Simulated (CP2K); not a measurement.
Two runs for the F K edge of tetrafluoroethylene. Run A: CP2K XAS_TDP, all-electron GAPW, PBEh(45%), aug-cc-pVDZ, TDA, no relativity. Run B differs in one setting.

First lines with a strength over 0.0015. A:

| atom | energy (eV) | states | strength, one atom |
| --- | --- | --- | --- |
| F1 (bonded to C), 4 alike | 683.73 | 1 | 0.0342 |
|  | 684.88 | 1 | 0.0096 |
|  | 685.87 | 1 | 0.0045 |
|  | 686.67 | 1 | 0.0100 |
|  | 687.12 | 1 | 0.0039 |

B:

| atom | energy (eV) | states | strength, one atom |
| --- | --- | --- | --- |
| F1 (bonded to C), 4 alike | 690.28 | 1 | 0.0339 |
|  | 691.43 | 1 | 0.0095 |
|  | 692.42 | 1 | 0.0045 |
|  | 693.22 | 1 | 0.0099 |
|  | 693.66 | 1 | 0.0038 |

Question: Which was it: the functional, scalar relativity switched on, GW2X switched on, the basis?

GW2X switched on. GW2X shifts an atom's lines together and keeps their spacings. Against PBEh(45%) in aug-cc-pVDZ, the leading line moves by +6.55 eV, to 690.28 eV.

[Hosts, paths, dates, database ids (printed as entryN), source tags and the programs' standing remarks are cut or masked in the printed files.]
